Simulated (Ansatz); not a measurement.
# Cs2PbI2Cl2 (I4/mmm): a band-gap study from PBE to G0W0 at the band limit

Wanted: the gap of Cs2PbI2Cl2 (I4/mmm) by functionals, hybrids and G0W0, carried to the basis limit, with what remains uncertain.

Calculated with Ansatz 0.2.0; density functionals, hybrids, G0W0, plane waves, PAW.

## 1. Starting point

Symmetry: I4/mmm, No. 139, tetragonal system. Conventional cell: a = 5.768 Å, b = 5.768 Å, c = 19.486 Å, α = 90.00°, β = 90.00°, γ = 90.00°. Cs has 4 Cl at 3.86 Å and 5 I at 3.94 to 4.13 Å nearest. Nearest to Pb lie 4 Cl at 2.88 Å and 2 I at 3.24 Å. Nearest to I lie 1 Pb at 3.24 Å and 5 Cs at 3.94 to 4.13 Å. Cl has 2 Pb at 2.88 Å and 4 Cs at 3.86 Å nearest. Farther neighbours and most contacts between anions are not listed.

The cell and positions are those that the Materials Project relaxed with its own functionals (PBE, PBE+U or r2SCAN), kept fixed. Spin-orbit coupling is left out unless a step names it.

## 2. PBE bands

Levels along a band path, at the cheap level, show where the edges lie and whether the meshes to come will hold them.

This step: DFT, PBE, plane waves, PAW; PAW set soft_1.

input.yaml reads:

```yaml
crystal:
  lattice:
    - [-2.8838975, 2.8838975, 9.7428095]
    - [2.8838975, -2.8838975, 9.7428095]
    - [2.8838975, 2.8838975, -9.7428095]
  atoms:
    - { symbol: Cs, position: [0.368645, 0.368645, 0.0] }
    - { symbol: Cs, position: [0.631355, 0.631355, 0.0] }
    - { symbol: Pb, position: [0.0, 0.0, 0.0] }
    - { symbol: I, position: [0.166328, 0.166328, 0.0] }
    - { symbol: I, position: [0.833672, 0.833672, 0.0] }
    - { symbol: Cl, position: [0.5, 0.0, 0.5] }
    - { symbol: Cl, position: [0.0, 0.5, 0.5] }
kpoints:
  mp_grid: { grid: [6, 6, 6] }
  band_path:
    path:
      - [[0.0, 0.0, 0.0], [0.0, 0.0, 0.5], [0.25, 0.25, 0.25], [0.0, 0.5, 0.0], [0.0, 0.0, 0.0], [0.5, 0.5, -0.5], [0.27190439, 0.72809561, -0.27190439]]
      - [[-0.27190439, 0.27190439, 0.27190439], [0.0, 0.0, 0.0]]
      - [[0.0, 0.0, 0.5], [-0.04380879, 0.04380879, 0.5]]
      - [[0.5, 0.5, -0.04380879], [0.5, 0.5, -0.5]]
    npoints: 10
hamiltonian:
  xc: pbe
  pseudopotentials: { kind: paw, azcp: { folder: soft_1 } }
scf:
  occupations: { method: fermi_dirac, width: 0.02 }
  n_extra_bands: 6
output:
  eigenvalues: true
  forces: true
  stress: true
  write_density: true
  write_potential: true
  elf: true
  volumetric_format: npy
```

On the command line:

```console
$ ansatz run input.yaml --threads 2 --pin off --max-ram 92160MiB --backend cuda --events-out ev --progress --plain --runs-dir out --devices 1 --max-vram 13GiB
```

Numbers of over 12 decimals in the logs are rounded to 6 here.

Output:

```text
basis.fft_grid_basis auto: the FFT boxes are laid along the combinations [[1, -1, 0], [0, 1, 0], [1, 0, 1]] of the cell's own vectors, 8.157, 10.562 and 5.768 Å long. The dense box has 60×72×40 points. Along the cell's own vectors, as sized, it would have 72×72×72, 2.16 times as many. Of the 16 symmetry operations that the crystal satisfies within crystal.symmetry.tolerance (time reversal apart; of a slab, those that [...]
scf.n_extra_bands = 6 over 40 filled bands (N_el = 80.0): the run solves 46 bands
GPUs: using 1 of 1 available (devices: 1).
Engine: ansatz 0.2.0, x86_64-unknown-linux-gnu
Pseudopotentials: kind: paw
Pseudopotential: Cs, paw, valence charge 9, recommended cutoff 420 eV (normal), soft_1/Cs.paw.azcp
Pseudopotential: Pb, paw, valence charge 14, recommended cutoff 420 eV (normal), soft_1/Pb.paw.azcp
Pseudopotential: I, paw, valence charge 17, recommended cutoff 420 eV (normal), soft_1/I.paw.azcp
Pseudopotential: Cl, paw, valence charge 7, recommended cutoff 420 eV (normal), soft_1/Cl.paw.azcp
Functional definition: PBE
  parameter kappa = 0.804
  parameter beta = 0.066725
  exchange = pbe_x(kappa = kappa, mu = beta*pi^2/3)
  correlation = pbe_c(beta = beta)
device memory: the entry about to start is reckoned to put 4.2 GiB on a device that reports 53.9 GiB free (of which the cap on the GPU budget leaves the run 13.0 GiB)
GPU FFT provider: cuFFT
GPU libraries: cuBLAS 13.8.2, cuFFT 12.4.0, cuSOLVER 12.3.4
Crystal: 7 atoms, lattice volume = 324.119 Å³
Basis set: ecut = 420 eV, 6401 PW (Γ), FFT grids on a1−a2, a2, a1+a3, exchange–correlation on 120×144×80 points (8 copies of the dense FFT grid, shifted against one another)
Bands: 46, of which v1, the nominal top of the filled ones, is band 40 counted from 1 (39 counted from 0)
Symmetry: 16 space group operations
Space group: I4/mmm (ITA 139), of the structure as read, at distance tolerance 6.9e-5 Å
k-points: 30 of 216
Non-local potential: Cs, projectors of the file, l = 0: 3, l = 1: 2, l = 2: 2, l = 3: 2
Non-local potential: Pb, projectors of the file, l = 0: 2, l = 1: 2, l = 2: 2, l = 3: 1
Non-local potential: I, projectors of the file, l = 0: 2, l = 1: 2, l = 2: 2, l = 3: 1
Non-local potential: Cl, projectors of the file, l = 0: 2, l = 1: 2, l = 2: 1
PAW form: soft (Blöchl's): semilocal exchange-correlation on the pseudo side does not see the compensation charge
PAW one-centre angular grid: Cs, 194 points (default); XC on 64 Gauss nodes
PAW one-centre angular grid: Pb, 590 points (default); XC on 64 Gauss nodes
PAW one-centre angular grid: I, 590 points (default); XC on 64 Gauss nodes
PAW one-centre angular grid: Cl, 110 points (default); XC on 64 Gauss nodes
Initial density: superposition of atomic densities (chi_scale 0.1, normalization cell, long waves kept (reshape's long-wave potential 0.20 eV rms))
Initial wavefunctions: pseudopotential atomic-orbital guess
GPU buffer pool allocated for 172800 grid points (all kernels)
GPU transforms: local potential and band sums: pruned to the plane-wave sphere, on 60×72×40
Functional: x = pbe(κ = 0.804, μ = 0.219515), c = pbe(β = 0.066725)
SCF iter   1: F=—  HF=-40449.169064 eV  |F-HF|=—  |Δ(HF+E_count)|=         —  Δρ=2.63e-2  dr2=8.61e0  ethr=3.10e-3  ⟨swp⟩=13.4  Hψ=7445  notcnv=0
preconditioner: auto → Resta (q_TF=auto, 2.161 Å⁻¹)  ε∞=2.9  [insulator: Δε(μ)=1.118 eV  Ē_g=11.062 eV  σ=0.020 eV  W_gap=1.00  n_scr=50 (ndim 8)  ℏωp=15.4 eV  f_vac=0.073  D(μ)=0.00/eV (n_scr^D=0)  ε∞_Penn≈2.9]
SCF iter   2: F=—  HF=-40446.583827 eV  |F-HF|=—  |Δ(HF+E_count)|=    2.59e0  Δρ=1.11e-2  dr2=1.79e0  ethr=3.10e-3  ⟨swp⟩=5.6  Hψ=2748  notcnv=0  defer=50
SCF iter   3: F=—  HF=-40445.855379 eV  |F-HF|=—  |Δ(HF+E_count)|=   7.28e-1  Δρ=3.66e-3  dr2=1.32e-1  ethr=2.24e-3  ⟨swp⟩=6.3  Hψ=2984  notcnv=0  defer=53
SCF iter   4: F=—  HF=-40445.818488 eV  |F-HF|=—  |Δ(HF+E_count)|=   3.69e-2  Δρ=1.45e-3  dr2=9.54e-3  ethr=1.66e-4  ⟨swp⟩=6.1  Hψ=3000  notcnv=0  defer=54
SCF iter   5: F=—  HF=-40445.821021 eV  |F-HF|=—  |Δ(HF+E_count)|=   2.53e-3  Δρ=4.65e-4  dr2=1.19e-3  ethr=1.19e-5  ⟨swp⟩=4.7  Hψ=2962  notcnv=0  defer=55
SCF iter   6: F=—  HF=-40445.821136 eV  |F-HF|=—  |Δ(HF+E_count)|=   1.16e-4  Δρ=1.35e-4  dr2=9.03e-5  ethr=1.48e-6  ⟨swp⟩=2.6  Hψ=2867  notcnv=0  defer=53
SCF iter   7: F=—  HF=-40445.821394 eV  |F-HF|=—  |Δ(HF+E_count)|=   2.58e-4  Δρ=2.83e-5  dr2=5.91e-6  ethr=1.13e-7  ⟨swp⟩=2.1  Hψ=2140  notcnv=0  defer=52
SCF iter   8: F=—  HF=-40445.821406 eV  |F-HF|=—  |Δ(HF+E_count)|=   1.17e-5  Δρ=9.70e-6  dr2=5.53e-7  ethr=7.38e-9  ⟨swp⟩=2.1  Hψ=2026  notcnv=0  defer=52
SCF iter   9: F=-40445.821408 eV  HF=-40445.821408 eV  |F-HF|=3.01e-8  |Δ(HF+E_count)|=   1.74e-6  Δρ=2.47e-6  dr2=1.93e-8  ethr=1.25e-10  ⟨swp⟩=27.4  Hψ=14495  notcnv=0
SCF 1 converged in 9 iterations: F = -40445.821408 eV  dr2 = 1.93e-8
[...]
device memory: the entry about to start is reckoned to put 3.3 GiB on a device that reports 50.3 GiB free (of which the cap on the GPU budget leaves the run 13.0 GiB)
NSCF: frozen V_eff on 94 k-points
SCF converged after 9 iterations
Free energy (F): -40445.821408 eV
Harris-Foulkes:  -40445.821408 eV  (|F-HF|=3.01e-8)
Internal energy: -40445.821408 eV  (E = F + TS)
E sigma→0 (E₀):  -40445.821408 eV
Fermi energy:    4.117609 eV
--- Per-component energies (eV) ---
  E_band       = -1114.746021
  E_kinetic    = 1201.449068
  E_local      = -7939.356329  (includes V_loc(G=0)·N_el)
  E_nonlocal   = 644.638401
  E_hartree    = 3395.777659
  E_xc         = -997.320115
  E_vxc        = -869.817738  (∫ρ·V_xc dr)
  E_paw        = -31397.299260  (= ΣΔE_a)
  E_vpaw       = -943.211839  (= ΣTr[D̂ρ^β])
  E_aug_tail   = -0.004810  (compensation charges beyond the density's cutoff)
  E_ewald      = -5353.706020
  E_smearing   = -0.000000  (= −TS)
  E_closure    = -0.000000  (closes the sum)
  Σ components = -40445.821408   (vs F -40445.821408, Δ=0.00e0)
--- Forces (eV/Å), atoms counted from 1 ---
  atom   1  Cs    -0.00000000    -0.00000000    -0.00501477
  atom   2  Cs    -0.00000000    -0.00000000     0.00501477
  atom   3  Pb    -0.00000000    -0.00000000     0.00000000
  atom   4  I      0.00000000     0.00000000    -0.00633090
  atom   5  I      0.00000000     0.00000000     0.00633090
  atom   6  Cl     0.00000000     0.00000000     0.00000000
  atom   7  Cl    -0.00000000     0.00000000    -0.00000000
  max |Σ_I F_I| component: 3.47e-18 eV/Å
--- Stress (GPa, compression-positive) ---
       -0.050313       0.000000       0.000000
        0.000000      -0.050313      -0.000000
       -0.000000       0.000000      -0.009669
  P = ⅓ Tr σ = -0.0368 GPa (-0.368 kbar)
--- Band table (eV; the first three rows and the last of 30) ---
  k-point 0: bands = [... 36 lower, 2.1644, 2.1906, 2.3739, 2.3739, 6.8385, 7.1144, 7.8393, 7.9631, ... 2 higher]
  k-point 1: bands = [... 36 lower, 2.1216, 2.1354, 2.3361, 2.3522, 6.9323, 7.3818, 7.7276, 7.7594, ... 2 higher]
  k-point 2: bands = [... 36 lower, 2.0780, 2.2079, 2.2596, 2.5726, 6.2640, 6.2683, 6.5618, 8.2700, ... 2 higher]
  k-point 29: bands = [... 36 lower, 2.1969, 2.3367, 2.3367, 2.4712, 6.6489, 7.4733, 7.5605, 7.6410, ... 2 higher]
```

The job ended after 13 s (1 × NVIDIA H100 80GB HBM3 (shared by 6 runs) with 2 threads of AMD EPYC 7R13 (Zen 3), shared host; peak memory 1.3 GiB; 18 s of CPU time).

This step gave:

```
pressure             : -0.03677 GPa
filled bands         : 40
gap                  : 2.518 eV
valence top at       : X
conduction bottom at : X
least direct gap     : 2.518 eV
```

The gap is direct, at (0.000, 0.000, 0.500).

The electronic bands at the labelled points (eV, zero at the top of the highest nominally filled band):

| point | band 37 | band 38 | band 39 | band 40 | band 41 | band 42 | band 43 | band 44 |
| --- | --- | --- | --- | --- | --- | --- | --- | --- |
| Γ | -0.69 | -0.66 | -0.48 | -0.48 | 3.99 | 4.26 | 4.99 | 5.11 |
| halfway | -0.75 | -0.72 | -0.55 | -0.41 | 3.90 | 4.14 | 4.16 | 4.99 |
| X | -0.80 | -0.65 | -0.50 | 0.00 | 2.52 | 2.62 | 3.51 | 5.64 |
| halfway | -0.83 | -0.62 | -0.52 | 0.00 | 2.53 | 2.60 | 3.51 | 5.65 |
| P | -0.87 | -0.56 | -0.56 | 0.00 | 2.57 | 2.57 | 3.50 | 5.68 |
| halfway | -0.84 | -0.65 | -0.60 | -0.23 | 2.80 | 3.64 | 3.94 | 5.60 |
| N | -0.79 | -0.73 | -0.68 | -0.29 | 3.04 | 3.80 | 5.19 | 5.51 |
| halfway | -0.73 | -0.72 | -0.57 | -0.47 | 3.99 | 4.39 | 4.79 | 5.18 |
| Γ | -0.69 | -0.66 | -0.48 | -0.48 | 3.99 | 4.26 | 4.99 | 5.11 |
| halfway | -0.67 | -0.50 | -0.50 | -0.49 | 3.79 | 4.53 | 4.73 | 5.11 |
| M | -0.66 | -0.52 | -0.52 | -0.38 | 3.80 | 4.62 | 4.71 | 4.79 |
| halfway | -0.68 | -0.60 | -0.59 | -0.36 | 3.77 | 4.45 | 5.04 | 5.13 |
| S | -0.72 | -0.72 | -0.69 | -0.31 | 3.10 | 3.79 | 5.18 | 5.49 |
| jump to S0 | -0.72 | -0.72 | -0.69 | -0.31 | 3.10 | 3.79 | 5.18 | 5.49 |
| halfway | -0.75 | -0.73 | -0.58 | -0.47 | 4.05 | 4.23 | 4.78 | 5.22 |
| Γ | -0.69 | -0.66 | -0.48 | -0.48 | 3.99 | 4.26 | 4.99 | 5.11 |
| jump to X | -0.80 | -0.65 | -0.50 | 0.00 | 2.52 | 2.62 | 3.51 | 5.64 |
| halfway | -0.80 | -0.65 | -0.50 | -0.01 | 2.53 | 2.64 | 3.51 | 5.64 |
| R | -0.80 | -0.65 | -0.50 | -0.04 | 2.58 | 2.70 | 3.51 | 5.62 |
| jump to G | -0.80 | -0.65 | -0.50 | -0.04 | 2.58 | 2.70 | 3.51 | 5.62 |
| halfway | -0.76 | -0.70 | -0.51 | -0.37 | 3.67 | 4.23 | 4.38 | 5.28 |
| M | -0.66 | -0.52 | -0.52 | -0.38 | 3.80 | 4.62 | 4.71 | 4.79 |

Valence density in the ac plane of the conventional cell at fractional y = 0.000, with atoms of Cs and Pb and I and Cl within 0.2 Å of it. It is the smooth field of the valence electrons, not physical close to the nuclei.

Ten steps, logarithmic in the rise over the least value, from '0' (0.00 × 1e0 e/Å³) to '9' (9.73 × 1e0 e/Å³), each cell a mean:
```
8752235555422367
3211011222100123
4321000000001234
9853100000012479
9743100000012368
3221000000000123
1000000000000001
4431000000001234
2453100000002453
4542100000001344
2210012333210112
0000135556421000
0000135555421000
3321011222100123
4543100000002454
3543100000002454
3321000000000123
1000000000000001
4321000000001233
9853100000012479
9743100000012368
3321000000001123
4321112333211134
8753235555432468
```
Columns run along a (5.8 Å), rows up along c (19.5 Å), edges of the conventional cell, whose origin can differ from the input's. Atoms in or near the plane, at fractional coordinates: Cs at (0.00, 0.37), Cs at (0.00, 0.63), Pb at (0.00, 0.00), I at (0.00, 0.17), I at (0.00, 0.83), Cl at (0.50, 0.50), Cl at (0.50, 0.00).

Electrostatic potential energy in the ac plane of the conventional cell at fractional y = 0.000, with atoms of Cs and Pb and I and Cl within 0.2 Å of it. With pseudopotentials it is smooth inside the atoms' cores, unlike the true potential.

Ten even steps from '_' (-35 eV) to '@' (8 eV), each cell a mean:
```
____--##@@%%==....--##@@%%**..__
##%%%%@@@@@@@@@@@@@@@@@@@@@@%%##
++##%%@@@@@@@@@@@@@@@@@@@@@@##**
++::::%%@@@@@@@@@@@@@@@@@@++..==
--..==%%@@@@@@@@@@@@@@@@@@**::::
%%%%@@@@@@@@@@@@@@@@@@@@@@@@@@%%
@@@@@@@@@@@@@@@@@@@@@@@@@@@@@@@@
++**##%%@@@@@@@@@@@@@@@@@@%%**++
----==##%%@@@@@@@@@@@@@@%%++----
----++##@@@@@@@@@@@@@@@@%%**==--
%%%%@@@@@@@@@@%%%%@@@@@@@@@@%%%%
@@@@@@@@@@%%--____..**@@@@@@@@@@
@@@@@@@@@@%%++....--##@@@@@@@@@@
####%%@@@@@@@@@@@@@@@@@@@@%%%%##
----==##@@@@@@@@@@@@@@@@%%**----
----==##@@@@@@@@@@@@@@@@%%++----
**##%%@@@@@@@@@@@@@@@@@@@@%%##**
@@@@@@@@@@@@@@@@@@@@@@@@@@@@@@@@
**##%%@@@@@@@@@@@@@@@@@@@@@@%%**
++::--%%@@@@@@@@@@@@@@@@@@++..==
--..==%%@@@@@@@@@@@@@@@@@@**::--
##%%@@@@@@@@@@@@@@@@@@@@@@@@%%##
++**%%@@@@@@@@%%%%@@@@@@@@%%##**
____::##%%%%--____..**%%%%++____
```
Columns run along a (5.8 Å; values clipped at the 3rd and 97th percentile), rows up along c (19.5 Å), edges of the conventional cell, whose origin can differ from the input's. Atoms in or near the plane, at fractional coordinates: Cs at (0.00, 0.37), Cs at (0.00, 0.63), Pb at (0.00, 0.00), I at (0.00, 0.17), I at (0.00, 0.83), Cl at (0.50, 0.50), Cl at (0.50, 0.00).

## 3. PBE+SOC

The many-body steps leave out spin-orbit coupling, so its effect is taken from a two-component run, with twice the bands.

This step: DFT, PBE with spin-orbit coupling, plane waves, PAW; PAW set soft_1.

input.yaml reads:

```yaml
crystal:
  lattice:
    - [-2.8838975, 2.8838975, 9.7428095]
    - [2.8838975, -2.8838975, 9.7428095]
    - [2.8838975, 2.8838975, -9.7428095]
  atoms:
    - { symbol: Cs, position: [0.368645, 0.368645, 0.0] }
    - { symbol: Cs, position: [0.631355, 0.631355, 0.0] }
    - { symbol: Pb, position: [0.0, 0.0, 0.0] }
    - { symbol: I, position: [0.166328, 0.166328, 0.0] }
    - { symbol: I, position: [0.833672, 0.833672, 0.0] }
    - { symbol: Cl, position: [0.5, 0.0, 0.5] }
    - { symbol: Cl, position: [0.0, 0.5, 0.5] }
kpoints:
  mp_grid: { grid: [6, 6, 6] }
  band_path:
    path:
      - [0.0, 0.0, 0.0]
      - [0.0, 0.0, 0.5]
      - [0.25, 0.25, 0.25]
      - [0.0, 0.5, 0.0]
      - [0.5, 0.5, -0.5]
      - [0.27190439, 0.72809561, -0.27190439]
      - [-0.27190439, 0.27190439, 0.27190439]
      - [-0.04380879, 0.04380879, 0.5]
    npoints: 1
hamiltonian:
  xc: pbe
  pseudopotentials: { kind: paw_fr, azcp: { folder: soft_1 } }
scf:
  occupations: { method: fixed }
  n_extra_bands: 12
magnetization:
  noncollinear: true
  spin_orbit: true
output:
  eigenvalues: true
  forces: true
  stress: true
```

Output:

```text
[...]
GPUs: using 1 of 1 available (devices: 1).
[...]
non-collinear run that drives no moment, with spin-orbit: no starting moment large enough to seed its density (crystal.atoms[].spin), no starting occupations that ask for one, no magnetisation constraint and no magnetic field, so the semilocal B_xc is pinned to zero
[...]
k-point 0: bands = [... 76 lower, 2.4273, 2.4273, 2.6461, 2.6461, 6.6803, 6.6803, 6.8256, 6.8256, ... 8 higher]
  k-point 1: bands = [... 76 lower, 2.4425, 2.4425, 2.5643, 2.5643, 6.3718, 6.3718, 7.3667, 7.3667, ... 8 higher]
  k-point 2: bands = [... 76 lower, 2.3941, 2.3941, 2.7124, 2.7124, 5.4117, 5.4117, 6.7019, 6.7019, ... 8 higher]
  k-point 29: bands = [... 76 lower, 2.6111, 2.6111, 2.7040, 2.7040, 6.3688, 6.3688, 7.4316, 7.4316, ... 8 higher]
[key lines of the parts left out:]
SCF converged after 9 iterations
Magnetization: |M| = 0.0000 μB,  M = (+0.0000, +0.0000, +0.0000) μB
Free energy (F): -40498.939491 eV
Fermi energy:    2.967281 eV
P = ⅓ Tr σ = -0.0442 GPa (-0.442 kbar)
```

Elapsed: 18 s, on 1 × NVIDIA H100 80GB HBM3 (shared by 6 runs) with 2 threads; peak memory 1.3 GiB; 26 s of CPU time.

Numbers from this step:

* pressure: -0.04423 GPa
* gap: 1.656 eV
* valence top at: X
* conduction bottom at: X
* least direct gap: 1.656 eV

The gap stands −0.86 eV against PBE.

## 4. r2SCAN

r2SCAN sits between gradient functionals and hybrids in what it does to gaps, at little more than semilocal cost.

This step: DFT, r2SCAN, plane waves, PAW; PAW set soft_1.

input.yaml, as its differences from that of step 3:

```diff
@@ -27,10 +27,7 @@
 hamiltonian:
-  xc: pbe
-  pseudopotentials: { kind: paw_fr, azcp: { folder: soft_1 } }
+  xc: r2scan
+  pseudopotentials: { kind: paw, azcp: { folder: soft_1 } }
 scf:
   occupations: { method: fixed }
-  n_extra_bands: 12
-magnetization:
-  noncollinear: true
-  spin_orbit: true
+  n_extra_bands: 6
 output:
```

Output:

```text
[...]
GPUs: using 1 of 1 available (devices: 1).
[...]
GPU FFT provider: cuFFT
GPU libraries: cuBLAS 13.8.2, cuFFT 12.4.0, cuSOLVER 12.3.4
Crystal: 7 atoms, lattice volume = 324.119 Å³
Basis set: ecut = 500 eV, 8259 PW (Γ), FFT grids on a1+a3, a2+a3, a3, exchange–correlation on 180×180×320 points (64 copies of the dense FFT grid, shifted against one another)
[...]
k-point 0: bands = [... 36 lower, 1.8314, 1.8909, 2.0423, 2.0423, 7.1104, 7.2482, 7.9300, 8.1133, ... 2 higher]
  k-point 1: bands = [... 36 lower, 1.7901, 1.8012, 2.0045, 2.0508, 7.0605, 7.6607, 7.8849, 7.9311, ... 2 higher]
  k-point 2: bands = [... 36 lower, 1.7419, 1.8776, 1.9286, 2.2970, 6.3860, 6.4018, 6.6838, 8.5658, ... 2 higher]
  k-point 29: bands = [... 36 lower, 1.8635, 2.0057, 2.0057, 2.1776, 6.8229, 7.5696, 7.8441, 7.8623, ... 2 higher]
[key lines of the parts left out:]
SCF converged after 9 iterations
Free energy (F): -40529.924131 eV
Fermi energy:    2.595011 eV
P = ⅓ Tr σ = -0.5810 GPa (-5.810 kbar)
```

The job ended after 18 s (1 × NVIDIA H100 80GB HBM3 (shared by 6 runs) with 2 threads; peak memory 1.5 GiB).

Numbers from this step:

* pressure: -0.5810 GPa
* gap: 2.901 eV
* valence top at: X
* conduction bottom at: X
* least direct gap: 2.901 eV

The gap stands +0.38 eV against PBE.

## 5. HSE06

HSE06 mixes in a quarter of exact exchange at short range. Exchange couples all pairs of k points, which makes a full band path dear, so levels are read on the mesh and at chosen points.

This step: DFT, HSE06, plane waves, PAW; PAW set soft_1.

input.yaml, as its differences from that of step 4:

```diff
@@ -14,3 +14,3 @@
 kpoints:
-  mp_grid: { grid: [6, 6, 6] }
+  mp_grid: { grid: [4, 4, 4] }
   band_path:
@@ -27,3 +27,3 @@
 hamiltonian:
-  xc: r2scan
+  xc: hse06
   pseudopotentials: { kind: paw, azcp: { folder: soft_1 } }
@@ -34,3 +34,5 @@
   eigenvalues: true
-  forces: true
-  stress: true
+  write_density: true
+  write_potential: true
+  elf: true
+  volumetric_format: npy
```

Output:

```text
[...]
GPUs: using 1 of 1 available (devices: 1).
[...]
davidson cushion auto → on  (no smearing: the cushion is to keep the highest requested band from converging to the state above it; pin scf.eigensolver.cushion to override)
[...]
GPU FFT provider: cuFFT
GPU libraries: cuBLAS 13.8.2, cuFFT 12.4.0, cuSOLVER 12.3.4
Crystal: 7 atoms, lattice volume = 324.119 Å³
Basis set: ecut = 420 eV, 6401 PW (Γ), FFT grids on a1−a2, a2, a1+a3
[...]
E sigma→0 (E₀):  -40470.191662 eV
Fermi energy:    2.344163 eV
[...]
--- Band table (eV; the first three rows and the last of 13) ---
  k-point 0: bands = [... 36 lower, 1.4378, 1.5688, 1.6600, 1.6600, 7.1168, 7.4031, 8.0976, 8.2659, ... 2 higher]
  k-point 1: bands = [... 36 lower, 1.3765, 1.4065, 1.5837, 1.8431, 7.0153, 7.3090, 7.3437, 8.1548, ... 2 higher]
  k-point 2: bands = [... 36 lower, 1.3175, 1.4884, 1.6281, 2.3442, 5.5991, 5.7033, 6.5999, 8.7880, ... 2 higher]
  k-point 12: bands = [... 36 lower, 1.4725, 1.6208, 1.6208, 1.8639, 6.9138, 7.7275, 7.8731, 7.9362, ... 2 higher]
[key lines of the parts left out:]
Free energy (F): -40470.191662 eV
```

The job ended after 1.7 min (1 × NVIDIA H100 80GB HBM3 (shared by 6 runs) with 2 threads; peak memory 2.8 GiB; 2.3 min of CPU time).

Numbers from this step:

```yaml
gap: 3.255 eV
valence_top_at: X
conduction_bottom_at: X
least_direct_gap: 3.255 eV
```

The gap stands +0.74 eV against PBE.

(Part 1 of 2 ends here.)

[Paths, hosts, dates, memory and timing lines, banners, echoed tables and standing remarks are left out of the program output.]

[Logs are printed without paths, hosts, clocks, repeated set-up lines and the standing remarks that a program may print on its own settings, such as how far it seeks lower states.]

[Runs of the session that timed out or met a known fault of the program may be left out.]

[Cells called generated may have been cut or substituted from an entry of the Crystallography Open Database or the Materials Project.]

[Hosts, paths, dates, database ids (printed as entryN), source tags and the programs' standing remarks are cut or masked in the printed files.]
